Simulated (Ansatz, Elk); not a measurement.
# How far do independent atoms describe BaScSnH?, part 2 of 2

The structure of BaScSnH used here is made up (a known structure type with other elements) and was relaxed beforehand with PBEsol. The aim is the Fourier transform of its all-electron density, F(hkl), set beside the sum over free spherical atoms that refinements use.

Elk 11.2.3 (patched build); all-electron DFT.

So far: The structure; Ground state and structure factors; The highest occupied states alone.

The structure was built from a prototype and need not be the compound's stable phase.

## Step 4: Another functional

Level of this step: DFT, LDA (Perdew-Wang), all-electron APW+lo, Dirac cores, scalar-relativistic bands, static density, no spin (Elk).

The difference from free atoms is small, so it is set against the change that LDA (Perdew-Wang) makes.

Contents of elk.in:

```
tasks
  0
  195

xctype
  3

spinpol
  .false.

rgkmax
  7.0

gmaxvr
  14.0

lmaxo
  7

lmaxapw
  8

swidth
  0.002

tshift
  .false.

ramdisk
  .false.

hmaxvr
  5.5

maxscl
  120

epspot
  1e-06

sppath
  './'

avec
  9.39194313757 -0.00000000000 -0.00000000000
  -4.69597156879 8.13366134804 0.00000000000
  -0.00000000000 -0.00000000000 8.58305419483

atoms
  4
  'Ba.in'
  1
  -0.0000000000 -0.0000000000 0.9628802182   0.000000 0.000000 0.000000
  'Sn.in'
  1
  0.3333333333 0.6666666667 0.4628993151   0.000000 0.000000 0.000000
  'Sc.in'
  1
  0.6666666667 0.3333333333 0.4628852605   0.000000 0.000000 0.000000
  'H.in'
  1
  0.6666666667 0.3333333333 0.9628352063   0.000000 0.000000 0.000000

ngridk
  5 5 5
```

Started as:

```console
OMP_NUM_THREADS=4 elk
```

Numbers of over 12 decimals in the logs are rounded to 6 here.

Output:

```text
┌─────────────────────────┐
│ Elk code version 11.2.3 │
└─────────────────────────┘

All units are atomic (Hartree, Bohr, etc.)

┌─────────────────────────────────────────────────┐
│ Ground-state run starting from atomic densities │
└─────────────────────────────────────────────────┘

Lattice vectors :
   9.391943138      -0.000000000      -0.000000000
  -4.695971569       8.133661348       0.000000000
  -0.000000000      -0.000000000       8.583054195

Reciprocal lattice vectors :
  0.6689973752      0.3862458147       0.000000000
[...]
muffin-tins (core leakage)
  species : 1 (Ba)
[...]
species : 2 (Sn)
   atom 1                    :    48.35921379     (  0.6312438263E-04)
  species : 3 (Sc)
   atom 1                    :    19.11083145     ( -0.3512604518E-05)
  species : 4 (H)
   atom 1                    :   0.7168551449     (   0.000000000    )
 total in muffin-tins        :    121.9129499
 total calculated charge     :    127.9996442
 total charge                :    128.0000000
 error                       :   0.3558436859E-03

┌──────────────────────────────┐
│ Self-consistent loop stopped │
└──────────────────────────────┘

Wrote STATE.OUT
[key lines of the parts left out:]
total energy                :     -15070.063428318
```

Wall time 24 s (4 threads of Arm Neoverse V2, shared host); peak memory 0.16 GiB; 74 s of CPU time.

Against the first run R = 0.02 %; the largest change is -0.045 at 112.

## Step 5: A coarser k-mesh

About half the k-points along each axis test the sampling.

Edit elk.in of step 4 so:

```diff
@@ -5,3 +5,3 @@
 xctype
-  3
+  20
 
@@ -64,2 +64,2 @@
 ngridk
-  5 5 5
+  2 2 2
```

Started as:

```console
OMP_NUM_THREADS=4 elk
```

Output:

```text
┌─────────────────────────┐
│ Elk code version 11.2.3 │
└─────────────────────────┘

All units are atomic (Hartree, Bohr, etc.)

┌─────────────────────────────────────────────────┐
│ Ground-state run starting from atomic densities │
└─────────────────────────────────────────────────┘

Lattice vectors :
   9.391943138      -0.000000000      -0.000000000
  -4.695971569       8.133661348       0.000000000
  -0.000000000      -0.000000000       8.583054195

Reciprocal lattice vectors :
  0.6689973752      0.3862458147       0.000000000
[...]
muffin-tins (core leakage)
  species : 1 (Ba)
[...]
species : 2 (Sn)
   atom 1                    :    48.35315393     (  0.6689286553E-04)
  species : 3 (Sc)
   atom 1                    :    19.09156160     ( -0.2163290755E-06)
  species : 4 (H)
   atom 1                    :   0.7522848623     (   0.000000000    )
 total in muffin-tins        :    121.9305109
 total calculated charge     :    127.9996503
 total charge                :    128.0000000
 error                       :   0.3496792776E-03

┌──────────────────────────────┐
│ Self-consistent loop stopped │
└──────────────────────────────┘

Wrote STATE.OUT
[key lines of the parts left out:]
total energy                :     -15083.325124847
```

Elapsed: 24 s, on 4 threads; peak memory 0.2 GiB.

Against the first run R = 0.02 %; the largest change is -0.046 at 002.

## Step 6: Basis size

A smaller basis shows how fast F responds to it; the change is likely larger than the basis error of the first run, but doesn't show convergence.

Edit elk.in of step 5 so:

```diff
@@ -11,3 +11,3 @@
 rgkmax
-  7.0
+  5.5
 
@@ -64,2 +64,2 @@
 ngridk
-  2 2 2
+  5 5 5
```

Started as:

```console
OMP_NUM_THREADS=4 elk
```

Output:

```text
┌─────────────────────────┐
│ Elk code version 11.2.3 │
└─────────────────────────┘

All units are atomic (Hartree, Bohr, etc.)

┌─────────────────────────────────────────────────┐
│ Ground-state run starting from atomic densities │
└─────────────────────────────────────────────────┘

Lattice vectors :
   9.391943138      -0.000000000      -0.000000000
  -4.695971569       8.133661348       0.000000000
  -0.000000000      -0.000000000       8.583054195

Reciprocal lattice vectors :
  0.6689973752      0.3862458147       0.000000000
[...]
muffin-tins (core leakage)
  species : 1 (Ba)
[...]
species : 2 (Sn)
   atom 1                    :    48.32447823     (  0.6706020448E-04)
  species : 3 (Sc)
   atom 1                    :    19.05565691     ( -0.2163359625E-06)
  species : 4 (H)
   atom 1                    :   0.7318538890     (   0.000000000    )
 total in muffin-tins        :    121.8314041
 total calculated charge     :    127.9996176
 total charge                :    128.0000000
 error                       :   0.3824160377E-03

┌──────────────────────────────┐
│ Self-consistent loop stopped │
└──────────────────────────────┘

Wrote STATE.OUT
[key lines of the parts left out:]
total energy                :     -15083.291898992
```

Elapsed: 34 s, on 4 threads; peak memory 0.22 GiB.

Against the first run R = 0.01 %; the largest change is +0.027 at 301.

## Step 7: Settings against the effect

```
              run  R against the first run (%)  R against neutral atoms, low angle (%)  wall time
    PBE, rgkmax 7                         0.00                                    0.25       48 s
LDA (Perdew-Wang)                         0.02                                    0.25       24 s
     k-mesh 2×2×2                         0.02                                    0.28       24 s
       rgkmax 5.5                         0.01                                    0.25       34 s
```

## Step 8: Outcome

```json
{"R against neutral atoms, sin θ/λ < 0.3 Å⁻¹": "0.25 %", "R against neutral atoms, 0.3 to 0.83 Å⁻¹": "0.13 %"}
```

In words: Independent neutral atoms miss the calculated amplitudes by R = 0.25 % below 0.3 Å⁻¹ and 0.13 % from there to 0.83 Å⁻¹; by shells, 0.08 % below 0.15 Å⁻¹ (2 forms), 0.26 % 0.15 to 0.3 (8 forms), 0.09 % 0.3 to 0.45 (16 forms), 0.14 % above 0.45 (97 forms). Bonding, aspherical density and the tables' own atoms all enter these figures, and the runs don't part them. The largest change of an amplitude is -0.36 electrons, at 111. R counts amplitudes alone; phases shift too. The window's part falls from 10.0 electrons at the origin to at most 0.23 between 0.45 and 0.83 Å⁻¹. Below 0.3 Å⁻¹ the changes that finished (LDA (Perdew-Wang), k-mesh 2×2×2 and rgkmax 5.5) move F by R = 0.04 % at most, against the 0.25 % that separates it from free atoms. Part of the difference isn't bonding: the tables are fits to free atoms and ions calculated by other methods than this functional. Thermal motion, anomalous dispersion and extinction are left out.

[Logs are printed without paths, hosts, clocks, repeated set-up lines and the standing remarks that a program may print on its own settings, such as how far it seeks lower states.]

[Hosts, paths, dates, database ids (printed as entryN), source tags and the programs' standing remarks are cut or masked in the printed files.]
